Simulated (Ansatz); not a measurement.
# How the geometry moves the gap of AlN (P6_3mc)

Aim: gaps of AlN (P6_3mc) at the database cell and after a full relaxation.

Main program and level: Ansatz 0.2.0; PBE, HSE06 and G0W0, plane waves, PAW.

The database entry behind the starting cell differs from other determinations of this structure, so it need not match the best structure at room temperature.

**1. Starting point**

The structure is hexagonal, space group P6_3mc (No. 186). The conventional cell has a = 3.113 Å, b = 3.113 Å, c = 4.981 Å, α = 90.00°, β = 90.00°, γ = 120.00°. Nearest to Al lie 4 N at 1.89 Å. N has 4 Al at 1.89 Å nearest. Farther neighbours, and contacts between anions beyond the nearest, are not listed.

The cell and positions come from the Crystallography Open Database and are kept as given unless a step says otherwise. The runs that relaxed it are not among those shown. The default PAW set here is soft_2. Its files were made with PBE.

**2. PBE bands at the given cell**

The cheap functional maps the bands first; the places of the edges decide which points the dearer methods must see.

This step: DFT, PBE, plane waves, PAW.

input.yaml reads:

```yaml
crystal:
  lattice:
    - [3.113, 0.0, 0.0]
    - [-1.5565, 2.695937082, 0.0]
    - [0.0, 0.0, 4.981]
  atoms:
    - { symbol: Al, position: [0.3333333333, 0.6666666667, 0.0] }
    - { symbol: Al, position: [0.6666666667, 0.3333333333, 0.5] }
    - { symbol: "N", position: [0.3333333333, 0.6666666667, 0.38] }
    - { symbol: "N", position: [0.6666666667, 0.3333333333, 0.88] }
kpoints:
  mp_grid: { grid: [12, 12, 6] }
  band_path:
    path:
      - [[0.0, 0.0, 0.0], [0.5, 0.0, 0.0], [0.33333333, 0.33333333, 0.0], [0.0, 0.0, 0.0], [0.0, 0.0, 0.5], [0.5, 0.0, 0.5], [0.33333333, 0.33333333, 0.5], [0.0, 0.0, 0.5]]
      - [[0.5, 0.0, 0.5], [0.5, 0.0, 0.0]]
      - [[0.33333333, 0.33333333, 0.5], [0.33333333, 0.33333333, 0.0]]
    npoints: 10
hamiltonian:
  xc: pbe
scf:
  occupations: { method: fermi_dirac, width: 0.02 }
  n_extra_bands: 5
output:
  eigenvalues: true
  write_density: true
  write_potential: true
  elf: true
  volumetric_format: npy
```

The run is started by

```
> ansatz run input.yaml --threads 2 --pin off --max-ram 92160MiB --backend cuda --events-out ev --progress --plain --runs-dir out --devices 1 --max-vram 13GiB
```

What it wrote:

```text
scf.n_extra_bands = 5 over 8 filled bands (N_el = 16.0): the run solves 13 bands
GPUs: using 1 of 1 available (devices: 1).
Engine: ansatz 0.2.0, x86_64-unknown-linux-gnu
Pseudopotentials: kind: paw
Pseudopotential: Al, paw, valence charge 3, recommended cutoff 420 eV (normal), Al.paw.azcp
Pseudopotential: N, paw, valence charge 5, recommended cutoff 420 eV (normal), N.paw.azcp
Functional definition: PBE
  parameter kappa = 0.804
  parameter beta = 0.066725
  exchange = pbe_x(kappa = kappa, mu = beta*pi^2/3)
  correlation = pbe_c(beta = beta)
device memory: the entry about to start is reckoned to put 1.3 GiB on a device that reports 52.4 GiB free (of which the cap on the GPU budget leaves the run 13.0 GiB)
GPU FFT provider: cuFFT
GPU libraries: cuBLAS 13.8.2, cuFFT 12.4.0, cuSOLVER 12.3.4
Crystal: 4 atoms, lattice volume = 41.803 Å³
Basis set: ecut = 420 eV, 809 PW (Γ)
Bands: 13, of which v1, the nominal top of the filled ones, is band 8 counted from 1 (7 counted from 0)
Symmetry: 12 space group operations
Space group: P63mc (ITA 186), of the structure as read, at distance tolerance 3.5e-5 Å
k-points: 76 of 864 (time reversal used)
Non-local potential: Al, projectors of the file, l = 0: 2, l = 1: 2, l = 2: 1
Non-local potential: N, projectors of the file, l = 0: 2, l = 1: 2, l = 2: 1
PAW form: soft (Blöchl's): semilocal exchange-correlation on the pseudo side does not see the compensation charge
PAW one-centre angular grid: Al, 110 points (default); XC on 64 Gauss nodes
PAW one-centre angular grid: N, 110 points (default); XC on 64 Gauss nodes
Initial density: superposition of atomic densities (neutral atoms: chi_scale 0, normalization atom), corrected by the library's trained network
Initial wavefunctions: pseudopotential atomic-orbital guess
GPU buffer pool allocated for 20736 grid points (all kernels)
GPU transforms: local potential and band sums: pruned to the plane-wave sphere, on 24×24×36
Functional: x = pbe(κ = 0.804, μ = 0.219515), c = pbe(β = 0.066725)
SCF iter   1: F=—  HF=-1848.497558 eV  |F-HF|=—  |Δ(HF+E_count)|=         —  Δρ=8.35e-4  dr2=1.45e-4  ethr=1.77e-3  ⟨swp⟩=6.2  Hψ=6565  notcnv=0
preconditioner: auto → none  [insulator: Δε(μ)=4.209 eV  Ē_g=13.790 eV  σ=0.020 eV  W_gap=1.00  n_scr=2 (ndim 8)  ℏωp=23.0 eV  f_vac=0.000  D(μ)=0.00/eV (n_scr^D=0)  ε∞_Penn≈3.8]
SCF iter   2: F=—  HF=-1848.497864 eV  |F-HF|=—  |Δ(HF+E_count)|=   3.06e-4  Δρ=4.00e-4  dr2=2.18e-5  ethr=9.03e-7  ⟨swp⟩=2.3  Hψ=2230  notcnv=0
SCF iter   3: F=—  HF=-1848.497946 eV  |F-HF|=—  |Δ(HF+E_count)|=   8.15e-5  Δρ=6.19e-5  dr2=5.72e-7  ethr=1.36e-7  ⟨swp⟩=2.4  Hψ=1521  notcnv=0  defer=2
iter 4 did not close the SCF: its close was put off for the readings that it lacked (scf_convergence_deferred on its scf_iter line)
SCF iter   4: F=-1848.497948 eV  HF=-1848.497948 eV  |F-HF|=9.37e-9  |Δ(HF+E_count)|=   1.92e-6  Δρ=7.86e-6  dr2=1.07e-8  ethr=3.57e-9  ⟨swp⟩=2.1  Hψ=1507  notcnv=0  defer=2
iter 5 did not close the SCF: its close was put off for the readings that it lacked (scf_convergence_deferred on its scf_iter line)
SCF iter   5: F=-1848.497948 eV  HF=-1848.497948 eV  |F-HF|=8.75e-11  |Δ(HF+E_count)|=   1.10e-8  Δρ=7.98e-7  dr2=1.63e-10  ethr=6.67e-11  ⟨swp⟩=2.4  Hψ=1500  notcnv=0  defer=2
SCF iter   6: F=-1848.497948 eV  HF=-1848.497948 eV  |F-HF|=2.50e-12  |Δ(HF+E_count)|=  2.91e-11  Δρ=1.13e-7  dr2=3.05e-12  ethr=1.02e-12  ⟨swp⟩=3.7  Hψ=4593  notcnv=0
SCF 1 converged in 6 iterations: F = -1848.497948 eV  dr2 = 3.05e-12
[...]
device memory: the entry about to start is reckoned to put 0.8 GiB on a device that reports 52.4 GiB free (of which the cap on the GPU budget leaves the run 13.0 GiB)
NSCF: frozen V_eff on 93 k-points, pencils in batches of 32, up to order 60
SCF converged after 6 iterations
Free energy (F): -1848.497948 eV
Harris-Foulkes:  -1848.497948 eV  (|F-HF|=2.50e-12)
Internal energy: -1848.497948 eV  (E = F + TS)
E sigma→0 (E₀):  -1848.497948 eV
Fermi energy:    9.232518 eV
--- Per-component energies (eV) ---
  E_band       = 30.374395
  E_kinetic    = 318.954378
  E_local      = -448.269756  (includes V_loc(G=0)·N_el)
  E_nonlocal   = 110.843141
  E_hartree    = 155.685344
  E_xc         = -203.726508
  E_vxc        = -215.996376  (∫ρ·V_xc dr)
  E_paw        = -1190.321472  (= ΣΔE_a)
  E_vpaw       = -46.527868  (= ΣTr[D̂ρ^β])
  E_aug_tail   = 0.000194  (compensation charges beyond the density's cutoff)
  E_ewald      = -591.663270
  E_smearing   = -0.000000  (= −TS)
  E_closure    = -0.000000  (closes the sum)
  Σ components = -1848.497948   (vs F -1848.497948, Δ=0.00e0)
--- Band table (eV; the first three rows and the last of 76) ---
  k-point 0: bands = [... 4 lower, 6.2905, 6.9399, 6.9399, 7.1194, 11.3323, 13.7884, 17.7301, 18.2932, ... 1 higher]
  k-point 1: bands = [... 4 lower, 6.3319, 6.5209, 6.8938, 6.8938, 11.8238, 13.8548, 17.5576, 18.2601, ... 1 higher]
  k-point 2: bands = [... 4 lower, 6.4457, 6.4457, 6.7701, 6.7701, 12.7746, 13.9123, 17.2871, 18.3045, ... 1 higher]
  k-point 75: bands = [... 4 lower, 3.3008, 3.3008, 6.3416, 6.3416, 14.5522, 14.5522, 14.9884, 14.9884, ... 1 higher]
```

It took 2.8 s on 1 × NVIDIA H100 80GB HBM3 (shared by 6 runs) with 2 threads of AMD EPYC 7R13 (Zen 3), shared host; peak memory 0.89 GiB.

In the SCF lines HF is the Harris–Foulkes energy and dr2 the Hartree energy of the density residual, in eV; the loop may stop once dr2 is under the threshold and the program's other checks hold. Hψ counts applications of the Hamiltonian.

Numbers from this step:

```
filled bands         : 8
gap                  : 4.213 eV
valence top at       : Γ
conduction bottom at : Γ
least direct gap     : 4.213 eV
```

The gap is direct, at Γ.

**3. The relaxed cell**

Cell and ions were relaxed with PBE; that run is not shown. It left this cell:

It takes space group P6_3mc (No. 186, hexagonal). The conventional cell has a = 3.130 Å, b = 3.130 Å, c = 5.018 Å, α = 90.00°, β = 90.00°, γ = 120.00°. Al has 4 N at 1.90 to 1.91 Å nearest. Nearest to N lie 4 Al at 1.90 to 1.91 Å. Farther neighbours, and contacts between anions beyond the nearest, are not listed.

**4. PBE at the relaxed cell**

The cell differs from the one that the last finished run ended in (a 3.113 → 3.130 Å, b 3.113 → 3.130 Å, c 4.981 → 5.018 Å).

input.yaml, the sections that differ from step 2:

```yaml
crystal:
  lattice:
    - [3.1302233403, 0.0, 0.0]
    - [-1.5651116702, 2.7108529323, 0.0]
    - [0.0, 0.0, 5.0179965356]
  atoms:
    - { symbol: Al, position: [0.3333333333, 0.6666666667, -0.0007694124] }
    - { symbol: Al, position: [0.6666666667, 0.3333333333, 0.4992305876] }
    - { symbol: "N", position: [0.3333333333, 0.6666666667, 0.3807694124] }
    - { symbol: "N", position: [0.6666666667, 0.3333333333, 0.8807694124] }
output:
  eigenvalues: true
# kpoints, hamiltonian, scf: as in step 2
```

What it wrote:

```text
[...]
GPUs: using 1 of 1 available (devices: 1).
[...]
GPU FFT provider: cuFFT
GPU libraries: cuBLAS 13.8.2, cuFFT 12.4.0, cuSOLVER 12.3.4
Crystal: 4 atoms, lattice volume = 42.581 Å³
Basis set: ecut = 420 eV, 833 PW (Γ)
Bands: 13, of which v1, the nominal top of the filled ones, is band 8 counted from 1 (7 counted from 0)
[... 1 set-up line as in the run before ...]
[...]
--- Band table (eV; the first three rows and the last of 76) ---
  k-point 0: bands = [... 4 lower, 6.1011, 6.7405, 6.7405, 6.9433, 10.9772, 13.4567, 17.3963, 17.9788, ... 1 higher]
  k-point 1: bands = [... 4 lower, 6.1414, 6.3402, 6.6956, 6.6956, 11.4787, 13.5214, 17.2234, 17.9491, ... 1 higher]
  k-point 2: bands = [... 4 lower, 6.2541, 6.2541, 6.5739, 6.5739, 12.4379, 13.5764, 16.9488, 17.9334, ... 1 higher]
  k-point 75: bands = [... 4 lower, 3.1646, 3.1646, 6.1571, 6.1571, 14.2970, 14.2970, 14.6573, 14.6573, ... 1 higher]
[key lines of the parts left out:]
SCF converged after 6 iterations
Free energy (F): -1848.508207 eV
Fermi energy:    8.966924 eV
```

Run time: 2.6 s. Hardware: 1 × NVIDIA H100 80GB HBM3 (shared by 6 runs) with 2 threads; peak memory 0.87 GiB.

Numbers from this step:

| Property | Result |
| --- | --- |
| gap | 4.034 eV |
| valence top at | Γ |
| conduction bottom at | Γ |
| least direct gap | 4.034 eV |

The gap is direct, at Γ.

**5. HSE06 at the relaxed cell**

The screened hybrid is the usual rung above semilocal functionals: a quarter of exact exchange, cut off beyond a few ångström.

This step: DFT, HSE06, plane waves, PAW.

input.yaml, the sections that differ from step 4:

```yaml
kpoints:
  mp_grid: { grid: [6, 6, 4] }
  band_path:
    path:
      - [0.0, 0.0, 0.0]
      - [0.5, 0.0, 0.0]
      - [0.33333333, 0.33333333, 0.0]
      - [0.0, 0.0, 0.5]
      - [0.5, 0.0, 0.5]
      - [0.33333333, 0.33333333, 0.5]
    npoints: 1
hamiltonian:
  xc: hse06
scf:
  occupations: { method: fixed }
  n_extra_bands: 5
# crystal, output: as in step 4
```

What it wrote:

```text
[...]
GPUs: using 1 of 1 available (devices: 1).
[...]
davidson cushion auto → on  (no smearing: the cushion is to keep the highest requested band from converging to the state above it; pin scf.eigensolver.cushion to override)
[...]
GPU FFT provider: cuFFT
GPU libraries: cuBLAS 13.8.2, cuFFT 12.4.0, cuSOLVER 12.3.4
Crystal: 4 atoms, lattice volume = 42.581 Å³
Basis set: ecut = 420 eV, 833 PW (Γ)
[...]
Fermi energy:    6.036343 eV
[...]
--- Band table (eV; the first three rows and the last of 21) ---
  k-point 0: bands = [... 4 lower, 5.1073, 5.8131, 5.8131, 6.0363, 11.4169, 14.0169, 18.3196, 18.6754, ... 1 higher]
  k-point 1: bands = [... 4 lower, 5.2051, 5.2051, 5.7042, 5.7042, 12.4188, 14.1428, 17.9254, 18.6388, ... 1 higher]
  k-point 2: bands = [... 4 lower, 5.4493, 5.4493, 5.4493, 5.4493, 13.8161, 13.8161, 17.8816, 17.8816, ... 1 higher]
  k-point 20: bands = [... 4 lower, 1.9610, 1.9610, 5.1738, 5.1738, 14.8478, 14.8478, 15.2270, 15.2270, ... 1 higher]
[key lines of the parts left out:]
Free energy (F): -1849.405666 eV
```

Wall time 9.9 s (1 × NVIDIA H100 80GB HBM3 (shared by 6 runs) with 2 threads); peak memory 1.2 GiB; 12 s of CPU time.

Read from the output:

```yaml
gap: 5.381 eV
valence_top_at: Γ
conduction_bottom_at: Γ
least_direct_gap: 5.381 eV
```

The gap stands +1.35 eV against PBE.

**6. G0W0 at the relaxed cell**

G0W0 replaces the xc potential by the self-energy, built once from these orbitals. Only a window of levels is corrected, while the sums run over the empty bands that the input names.

This step: G0W0 on PBE, plane waves, PAW.

input.yaml reads:

```yaml
crystal:
  lattice:
    - [3.1302233403, 0.0, 0.0]
    - [-1.5651116702, 2.7108529323, 0.0]
    - [0.0, 0.0, 5.0179965356]
  atoms:
    - { symbol: Al, position: [0.3333333333, 0.6666666667, -0.0007694124] }
    - { symbol: Al, position: [0.6666666667, 0.3333333333, 0.4992305876] }
    - { symbol: "N", position: [0.3333333333, 0.6666666667, 0.3807694124] }
    - { symbol: "N", position: [0.6666666667, 0.3333333333, 0.8807694124] }
kpoints:
  mp_grid: { grid: [6, 6, 4] }
hamiltonian:
  xc: pbe
scf:
  occupations: { method: fixed }
gw:
  n_empty_bands: 127
  ecut_chi: 120
  qp_bands: [v2, c2]
  qp_kpoints: band_edges
  screening: { model: contour_deformation }
```

What it wrote:

```text
GPUs: using 1 of 1 available (devices: 1).
[...]
GPU FFT provider: cuFFT
GPU libraries: cuBLAS 13.8.2, cuFFT 12.4.0, cuSOLVER 12.3.4
Crystal: 4 atoms, lattice volume = 42.581 Å³
Basis set: ecut = 420 eV, 833 PW (Γ)
Bands: 12, of which v1, the nominal top of the filled ones, is band 8 counted from 1 (7 counted from 0)
[... 1 set-up line as in the run before ...]
[...]
k-points: 21 of 144 (time reversal used)
[...]
1    10     13.5710    -8.2062    -4.4006   -13.4941  0.8180    14.4646    14.4582  root
[...]
20     7      6.1579   -21.6186     3.3401   -17.3883  0.7781     5.2596     5.2677  root
    20     8      6.1579   -21.6186     3.3401   -17.3883  0.7781     5.2596     5.2677  root
    20     9     14.2975    -6.8062    -4.5475   -12.1369  0.8040    15.0869    15.0806  root
    20    10     14.2975    -6.8062    -4.5475   -12.1369  0.8040    15.0869    15.0806  root
[key lines of the parts left out:]
SCF converged after 6 iterations
Free energy (F): -1848.506684 eV
Fermi energy:    6.944075 eV
```

Run time: 14 s. Hardware: 1 × NVIDIA H100 80GB HBM3 (shared by 6 runs) with 2 threads; peak memory 1.1 GiB.

Read from the output:

```yaml
bands_summed: 135
rpa_eps_infinity_on_this_mesh_eigenvalues: 4.253, 4.253, 4.423
plane_waves_in_the_screening_matrix: 135
g0w0_gap_on_the_mesh: 5.600 eV
k_of_the_valence_top: 0, 0, 0
k_of_the_conduction_bottom: 0, 0, 0
starting_gap_on_the_mesh: 4.034 eV
least_direct_g0w0_gap_on_the_computed_points: 5.600 eV
```

The gap on the mesh goes from 4.03 eV to 5.60 eV, a correction of +1.57 eV. Between the two edge states, bare exchange in place of the xc potential would open the gap by 8.52 eV, and correlation takes back 6.96 eV.

**7. G0W0 at the given cell**

input.yaml reads:

```yaml
crystal:
  lattice:
    - [3.113, 0.0, 0.0]
    - [-1.5565, 2.695937082, 0.0]
    - [0.0, 0.0, 4.981]
  atoms:
    - { symbol: Al, position: [0.3333333333, 0.6666666667, 0.0] }
    - { symbol: Al, position: [0.6666666667, 0.3333333333, 0.5] }
    - { symbol: "N", position: [0.3333333333, 0.6666666667, 0.38] }
    - { symbol: "N", position: [0.6666666667, 0.3333333333, 0.88] }
kpoints:
  mp_grid: { grid: [6, 6, 4] }
hamiltonian:
  xc: pbe
scf:
  occupations: { method: fixed }
gw:
  n_empty_bands: 124
  ecut_chi: 120
  qp_bands: [v2, c2]
  qp_kpoints: band_edges
  screening: { model: contour_deformation }
```

What it wrote:

```text
GPUs: using 1 of 1 available (devices: 1).
[...]
GPU FFT provider: cuFFT
GPU libraries: cuBLAS 13.8.2, cuFFT 12.4.0, cuSOLVER 12.3.4
Crystal: 4 atoms, lattice volume = 41.803 Å³
Basis set: ecut = 420 eV, 809 PW (Γ)
Bands: 12, of which v1, the nominal top of the filled ones, is band 8 counted from 1 (7 counted from 0)
[... 1 set-up line as in the run before ...]
[...]
k-points: 21 of 144 (time reversal used)
[...]
1    10     13.9058    -8.2242    -4.4171   -13.5428  0.8193    14.8137    14.8072  root
[...]
20     7      6.3424   -21.7357     3.3633   -17.4711  0.7799     5.4329     5.4410  root
    20     8      6.3424   -21.7357     3.3633   -17.4711  0.7799     5.4329     5.4410  root
    20     9     14.5526    -6.8562    -4.5533   -12.2093  0.8056    15.3587    15.3524  root
    20    10     14.5526    -6.8562    -4.5533   -12.2093  0.8056    15.3587    15.3524  root
[key lines of the parts left out:]
SCF converged after 6 iterations
Free energy (F): -1848.496645 eV
Fermi energy:    7.120255 eV
```

It took 17 s on 1 × NVIDIA H100 80GB HBM3 (shared by 6 runs) with 2 threads; peak memory 1.1 GiB; 19 s of CPU time.

This step gave:

```
bands summed                                 : 132
RPA ε∞ on this mesh (eigenvalues)            : 4.225, 4.225, 4.374
plane waves in the screening matrix          : 135
G0W0 gap on the mesh                         : 5.808 eV
k of the valence top                         : 0, 0, 0
k of the conduction bottom                   : 0, 0, 0
starting gap on the mesh                     : 4.213 eV
least direct G0W0 gap on the computed points : 5.808 eV
```

The gap on the mesh goes from 4.21 eV to 5.81 eV, a correction of +1.60 eV. Between the two edge states, bare exchange in place of the xc potential would open the gap by 8.62 eV, and correlation takes back 7.03 eV.

**8. Together**

G0W0 rows are gaps on the mesh, lowered where the mesh misses an edge of the band path.

| level | given cell (eV) | relaxed cell (eV) | change (eV) |
| --- | --- | --- | --- |
| PBE | 4.21 | 4.03 | −0.18 |
| HSE06 | - | 5.38 | - |
| G0W0@PBE | 5.81 | 5.60 | −0.21 |

**9. Results**

```json
{"volume change": "+1.9 %", "PBE, given cell": "4.21 eV", "PBE, relaxed cell": "4.03 eV", "HSE06, relaxed cell": "5.38 eV", "G0W0@PBE, relaxed cell": "5.60 eV", "G0W0@PBE, given cell": "5.81 eV", "known limits": "short of the basis limit"}
```

In words: Relaxation changes the volume by +1.9 % and the gap by −0.18 eV (PBE) and −0.21 eV (G0W0@PBE). Bands and cutoff are finite, so the gap stands short of the basis limit, usually by up to a few tenths of an eV; the mesh is an error of its own.

[Long decimals in the printed logs are rounded to 6 places.]

[Logs are printed without paths, hosts, clocks, repeated set-up lines and the standing remarks that a program may print on its own settings, such as how far it seeks lower states.]

[Paths, hosts, dates, memory and timing lines, banners, echoed tables and standing remarks are left out of the program output; an Ansatz launch command may be rebuilt from the run's recorded settings. Measured values are a selection of at most five: reports struck by readers or far from the other reports are left out. None is set beside runs whose start may be inverted or whose files or cutoffs have a known fault.]

[Runs of the session that timed out or met a known fault of the program may be left out.]

[Cells called generated may have been cut or substituted from an entry of the Crystallography Open Database or the Materials Project.]

[Hosts, paths, dates, database ids (printed as entryN), source tags and the programs' standing remarks are cut or masked in the printed files.]

[Where the starting crystal was built by hand or by swapping elements, it need not be the compound's stable phase.]
